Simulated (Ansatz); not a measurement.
**Is LaAgPt in the AlB2 type a stable metal?**

Question: is the lattice of LaAgPt in the AlB2 type stable, and if so, what are its coupling constant and resistivity?

Main program and level: Ansatz 0.2.0; DFT LDA, scalar-relativistic, plane waves, PAW; PAW set soft_1.

Report form: the programs' logs are mostly left out.

The structure was built from a prototype and need not be the compound's stable phase.

## 1. The starting structure

Symmetry: P-6m2, No. 187, hexagonal system. The conventional cell has a = 4.236 Å, b = 4.236 Å, c = 4.448 Å, α = 90.00°, β = 90.00°, γ = 120.00°. Nearest to La lie 6 Pt at 3.31 Å and 6 Ag at 3.31 Å. Ag has 3 Pt at 2.45 Å and 6 La at 3.31 Å nearest. Nearest to Pt lie 3 Ag at 2.45 Å and 6 La at 3.31 Å. Farther neighbours are not listed.

## 2. Relaxation

Lattice constant and positions set the bands and the force constants, so the cell is relaxed first.

input.yaml reads:

```yaml
crystal:
  lattice:
    - [4.23631, 0.0, 0.0]
    - [-2.11816, 3.66876, 0.0]
    - [0.0, 0.0, 4.44813]
  atoms:
    - { symbol: La, position: [0.0, 0.0, 0.0] }
    - { symbol: Ag, position: [0.33333333, 0.66666667, 0.5] }
    - { symbol: Pt, position: [0.66666667, 0.33333333, 0.5] }
kpoints:
  mp_grid: { grid: [9, 9, 8] }
hamiltonian:
  xc: lda
  pseudopotentials: { kind: paw, azcp: { folder: soft_1 }, xc_functional: pbe }
scf:
  occupations: { method: gaussian, width: 0.1 }
output:
  forces: true
  stress: true
  eigenvalues: true
relax:
  adjacent_minimum: "off"
  f_tol: 0.005
  max_steps: 80
  cell: { stress_tol: 0.05 }
```

Command:

```console
$ ansatz run input.yaml --threads 4 --pin off --max-ram 12288MiB --backend cpu --events-out ev --progress --plain --runs-dir out
```

Run time: 46 s. Hardware: 4 threads of Arm Neoverse V1, shared host; peak memory 0.54 GiB.

The steps of the relaxation:

```csv
step,energy less that of the first step (eV),largest force component (eV/Å),pressure (GPa),volume (Å³)
1,0.0000,0.0000,5.14,69.13
2,-0.4300,0.0000,-0.71,70.60
3,-0.6122,0.0000,0.50,68.34
4,-0.7326,0.0000,0.46,66.82
5,-0.7583,0.0000,0.34,65.73
6,-0.7585,0.0000,0.02,65.98
7*,-0.7600,0.0000,0.06,65.98
8,-0.7600,0.0000,0.01,65.99
9*,-0.7600,0.0000,0.01,65.99
```

Relaxation steps marked * repeat the geometry before them on a plane-wave basis chosen anew for their cell, so energy and pressure can jump there.

Forces are held to the 12 operations that the run works with; a distortion that breaks them can't arise in this run.

```csv
cell as run,before,after,change
a (Å),4.236,4.569,+7.9 %
b (Å),4.236,4.569,+7.9 %
c (Å),4.448,3.650,-17.9 %
volume (Å³/atom),23.04,22.00,-4.5 %
```

The relaxed structure:

```xyz
3
Lattice="4.5692 0.0000 0.0000 -2.2846 3.9570 0.0000 0.0000 0.0000 3.6501" Properties=species:S:1:pos:R:3 pbc="T T T"
La    0.0000    0.0000    0.0000
Ag    0.0000    2.6380    1.8250
Pt    2.2846    1.3190    1.8250
```

Numbers from this step:

```
pressure          : 0.006060 GPa
volume per atom   : 22.00 Å³/atom
metallic on mesh  : yes
gap on the k-mesh : 0 eV
```

The largest force is now zero by symmetry and the largest stress component 0.0097 GPa.

## 3. Relaxing tightly for phonons

No force is left; the cell is relaxed once more with another smearing and tight thresholds.

input.yaml, the sections that differ from step 2:

```yaml
crystal:
  lattice:
    - [4.5691718332, 3.1136e-06, 0.0]
    - [-2.284588613, 3.957017325, 0.0]
    - [0.0, 0.0, 3.6500596295]
  atoms:
    - { symbol: La, position: [0.0, 0.0, 0.0] }
    - { symbol: Ag, position: [0.3333333333, 0.6666666667, 0.5] }
    - { symbol: Pt, position: [0.6666666667, 0.3333333333, 0.5] }
scf:
  occupations: { method: methfessel_paxton, width: 0.2 }
relax:
  adjacent_minimum: "off"
  f_tol: 0.001
  max_steps: 60
  cell: { stress_tol: 0.01 }
# kpoints, hamiltonian, output: as in step 2
```

Elapsed: 16 s, on 4 threads; peak memory 0.52 GiB.

Little changed from the start: no atom moved by 0.005 Å and no cell edge by 0.1 %.

Numbers from this step:

```yaml
pressure: 0.007091 GPa
volume_per_atom: 21.99 Å³/atom
```

The largest force is now zero by symmetry and the largest stress component 0.0091 GPa, small enough for phonons.

## 4. Lattice stability: q 2×2×2, k 4×4×4

Before any scattering is computed, the phonons show whether the structure is a minimum.

input.yaml reads:

```yaml
crystal:
  lattice:
    - [4.5691725199, 3.1136e-06, 0.0]
    - [-2.2845889564, 3.9570179197, 0.0]
    - [0.0, 0.0, 3.6494168305]
  atoms:
    - { symbol: La, position: [0.0, 0.0, 0.0] }
    - { symbol: Ag, position: [0.3333333333, 0.6666666667, 0.5] }
    - { symbol: Pt, position: [0.6666666667, 0.3333333333, 0.5] }
kpoints:
  mp_grid: { grid: [4, 4, 4] }
hamiltonian:
  xc: lda
  pseudopotentials: { kind: paw, azcp: { folder: soft_1 }, xc_functional: pbe }
scf:
  occupations: { method: methfessel_paxton, width: 0.2 }
output:
  eigenvalues: true
phonons:
  method: dfpt
  qmesh: [2, 2, 2]
  temperatures: { t_max: 1000, t_step: 50 }
  qpath:
    path:
      - [[0.0, 0.0, 0.0], [0.5, 0.0, 0.0], [0.33333333, 0.33333333, 0.0], [0.0, 0.0, 0.0], [0.0, 0.0, 0.5], [0.5, 0.0, 0.5], [0.33333333, 0.33333333, 0.5], [0.0, 0.0, 0.5]]
      - [[0.5, 0.0, 0.5], [0.5, 0.0, 0.0]]
      - [[0.33333333, 0.33333333, 0.5], [0.33333333, 0.33333333, 0.0]]
    npoints: 10
```

Run time: 62 s. Hardware: 4 threads; peak memory 0.6 GiB; 3.9 min of CPU time.

Numbers from this step:

```yaml
share_of_imaginary_modes_in_the_plain_interpolation_between_solved_wavevectors: 0.063
highest_frequency_solved_or_plainly_interpolated: 189.6 cm⁻¹
```

Solved on the 2×2×2 mesh alone; all other wavevectors are interpolated. Phonon branches along the path, in cm⁻¹:

```csv
point,branch 1,branch 2,branch 3,branch 4,branch 5,branch 6,branch 7,branch 8,branch 9
Γ,0,0,0,32,93,93,95,176,176
halfway,2,26,45,69,86,95,99,171,179
M,-21,33,61,83,92,94,111,165,182
halfway,12,35,65,79,92,99,108,163,184
K,23,36,69,84,89,97,107,161,186
halfway,20,29,49,67,92,95,100,169,181
Γ,0,0,0,32,93,93,95,176,176
halfway,25,27,27,53,85,85,110,175,175
A,7,46,46,68,71,71,129,173,173
halfway,-24,37,38,65,78,92,122,172,178
L,-43,24,28,83,83,100,113,169,183
halfway,-42,-16,16,84,94,101,114,161,187
H,-42,-32,-8,84,102,102,116,154,190
halfway,-27,30,30,73,79,94,120,168,181
A,7,46,46,68,71,71,129,173,173
jump to L,-43,24,28,83,83,100,113,169,183
halfway,14,25,36,83,87,103,108,166,183
M,-21,33,61,83,92,94,111,165,182
jump to H,-42,-32,-8,84,102,102,116,154,190
halfway,-19,24,34,84,102,104,105,158,187
K,23,36,69,84,89,97,107,161,186
```

Lowest modes at the softest wavevector of the mesh. The modes at q = (0.000, 0.500, 0.500) (shares of kinetic energy by element, %) (negative means imaginary):

```csv
mode,frequency (cm⁻¹),La %,Ag %,Pt %
1,-43.1,33,58,9
2,24.3,0,12,88
3,28.5,0,29,71
4,83.2,12,21,67
5,83.3,100,0,0
6,99.9,67,31,2
```

Displacements in mode 1 (-43.1 cm⁻¹), the largest set to 1, in the home cell:
```
La1  0.00 -0.66  0.00
Ag2  0.00  0.00 -1.00
Pt3  0.00  0.00 -0.30
```

Displacements in mode 2 (24.3 cm⁻¹), the largest set to 1, in the home cell:
```
La1  0.00  0.06  0.00
Ag2  0.00  0.00  0.49
Pt3  0.00  0.00 -1.00
```

Among the solved wavevectors the lowest mode, translations apart, is -43.1 cm⁻¹, imaginary.

## 5. Phonons by linear response: q 3×3×2, k 6×6×6

An imaginary mode on so few k-points may come from the sampling, so the phonons are repeated with another q and k mesh.

Changes to input.yaml since step 4:

```diff
@@ -10,3 +10,3 @@
 kpoints:
-  mp_grid: { grid: [4, 4, 4] }
+  mp_grid: { grid: [6, 6, 6] }
 hamiltonian:
@@ -20,3 +20,3 @@
   method: dfpt
-  qmesh: [2, 2, 2]
+  qmesh: [3, 3, 2]
   temperatures: { t_max: 1000, t_step: 50 }
```

The job ended after 4.9 min (4 threads; peak memory 1.1 GiB).

Numbers from this step:

- share of imaginary modes in the plain interpolation between solved wavevectors: 0.089
- highest frequency, solved or plainly interpolated: 191.1 cm⁻¹

Solved on the 3×3×2 mesh alone; all other wavevectors are interpolated. Phonon branches along the path, in cm⁻¹:

```csv
point,branch 1,branch 2,branch 3,branch 4,branch 5,branch 6,branch 7,branch 8,branch 9
Γ,0,0,0,32,85,85,98,176,176
halfway,-17,25,45,68,85,95,95,170,180
M,-25,37,62,77,89,90,105,164,186
halfway,-8,38,66,69,87,89,105,164,187
K,20,40,67,71,78,87,107,165,188
halfway,-4,29,48,66,89,94,97,168,182
Γ,0,0,0,32,85,85,98,176,176
halfway,23,30,30,51,79,79,114,175,175
A,-16,50,50,62,67,67,134,175,175
halfway,-28,33,40,62,72,88,120,172,178
L,-40,13,28,76,85,98,110,171,183
halfway,-40,-16,6,74,99,102,116,164,188
H,-41,-29,-7,72,105,110,123,157,191
halfway,-30,27,31,71,72,92,120,170,180
A,-16,50,50,62,67,67,134,175,175
jump to L,-40,13,28,76,85,98,110,171,183
halfway,10,26,36,77,87,98,104,167,184
M,-25,37,62,77,89,90,105,164,186
jump to H,-41,-29,-7,72,105,110,123,157,191
halfway,-17,21,28,75,95,108,108,161,189
K,20,40,67,71,78,87,107,165,188
```

Lowest modes at the softest wavevector of the mesh. Modes at q = (0.333, 0.333, 0.500), with each element's share of the kinetic energy (negative means imaginary):

```csv
mode,frequency (cm⁻¹),La %,Ag %,Pt %
1,-40.8,33,67,0
2,-28.6,3,33,65
3,-7.2,4,0,96
4,71.6,96,0,4
5,104.8,67,33,0
6,109.7,0,0,100
```

Displacements in mode 1 (-40.8 cm⁻¹), the largest set to 1, in the home cell (x, y, z of the real part, then of the imaginary part):
```
La1  0.00 -0.43  0.00  0.43  0.00  0.00
Ag2  0.00  0.00 -1.00  0.00  0.00  0.00
Pt3  0.00  0.00  0.00  0.00  0.00  0.00
```

Displacements in mode 4 (71.6 cm⁻¹), the largest set to 1, in the home cell (x, y, z of the real part, then of the imaginary part):
```
La1  0.87  0.50  0.00  0.50 -0.87  0.00
Ag2  0.00  0.00  0.00  0.00  0.00  0.00
Pt3  0.00  0.00 -0.25  0.00  0.00  0.00
```

The modes has structure finer than the step of the table below, so its rows give means over 10 cm⁻¹, whole bins alone (the curve runs from -50.3 to 207 cm⁻¹). Peaks (cm⁻¹: height): Ag -13.1: 0.0117, 33.8: 0.0160, 96.8: 0.0189, 166.4: 0.0723, 184.1: 0.0605; La 74.2: 0.0867, 96.8: 0.0566; Pt -11.5: 0.0167, 32.2: 0.0553, 85.5: 0.0273, 104.9: 0.0322, 184.1: 0.0248.

Phonopy on the run's constants, 15x15x15 mesh, Gaussian sigma 2.0 cm⁻¹. Table of modes by wavenumber; means over each step; values in 1/cm⁻¹/cell:

```csv
wavenumber (cm⁻¹),Ag,La,Pt
-40,0.00480,0.00254,2.6e-4
-30,0.00865,0.00387,0.00261
-20,0.0106,0.00438,0.0113
-10,0.00922,0.00441,0.0137
0,0.00264,0.00127,0.00542
10,0.00619,0.00299,0.0176
20,0.00934,0.00477,0.0322
30,0.0114,0.00656,0.0501
40,0.0147,0.00809,0.0236
50,0.0118,0.00560,0.00474
60,0.0116,0.00524,0.00862
70,0.00980,0.0453,0.0136
80,0.00699,0.0463,0.0175
90,0.0142,0.0547,0.0196
100,0.0148,0.0494,0.0191
110,0.00254,0.0273,0.0146
120,5.2e-4,0.0170,0.00295
130,2.6e-5,0.00247,1.1e-4
140,0,4.2e-5,3.0e-7
150,7.8e-5,1.6e-6,8.0e-7
160,0.0223,0.00165,0.00228
170,0.0571,0.00371,0.0123
180,0.0484,0.00134,0.0184
190,0.0223,8.8e-4,0.00942
200,3.3e-5,2.5e-6,1.3e-5
```

No LO-TO term; unit eigenvectors of the mass-weighted matrix. Modes at Γ, with each element's share of the kinetic energy:

```csv
mode,frequency (cm⁻¹),symmetry,La %,Ag %,Pt %
1,0.0,unnamed,31,24,44
2,0.0,unnamed,31,24,44
3,0.0,unnamed,31,24,44
4,32.2,A2'',11,37,53
5,85.2,E',66,3,31
6,85.2,E',66,3,31
7,97.9,A2'',58,39,3
8,176.1,E',3,73,25
9,176.1,E',3,73,25
```

Displacements in mode 4 (32.2 cm⁻¹), the largest set to 1:
```
La1  0.00  0.00 -0.48
Ag2  0.00  0.00 -1.00
Pt3  0.00  0.00  0.89
```

Displacements in mode 7 (97.9 cm⁻¹), the largest set to 1:
```
La1  0.00  0.00  1.00
Ag2  0.00  0.00 -0.93
Pt3  0.00  0.00 -0.20
```

Among the solved wavevectors the lowest mode, translations apart, is -40.8 cm⁻¹, imaginary.

## 6. Results

```json
{
  "phonon run of the rows without a label of their own": "LDA, q 3×3×2, k 6×6×6",
  "softest mode on the q mesh": "-40.8 cm⁻¹ at q = (0.333, 0.333, 0.5)",
  "highest frequency, solved or plainly interpolated": "191 cm⁻¹"
}
```

The lattice is dynamically unstable at this level: a mode at q = (0.333, 0.333, 0.5) is imaginary, 40.8i cm⁻¹, so no harmonic coupling constant or resistivity is defined for this structure. These meshes are coarse, and single modes of a metal can move by tens of cm⁻¹ with the k mesh. The coarser mesh found an imaginary mode at another wavevector, which this mesh lacks. Spin–orbit coupling, left out here, matters for Pt. The phonon runs are not spin-polarised. The PAW files were made for PBE; under other functionals the run regenerates their frozen core. The structure was built by hand as an ordered model, and its stability against other phases was not tested.

[Logs are printed without paths, hosts, clocks, repeated set-up lines and the standing remarks that a program may print on its own settings, such as how far it seeks lower states.]

[Hosts, paths, dates, database ids (printed as entryN), source tags and the programs' standing remarks are cut or masked in the printed files.]
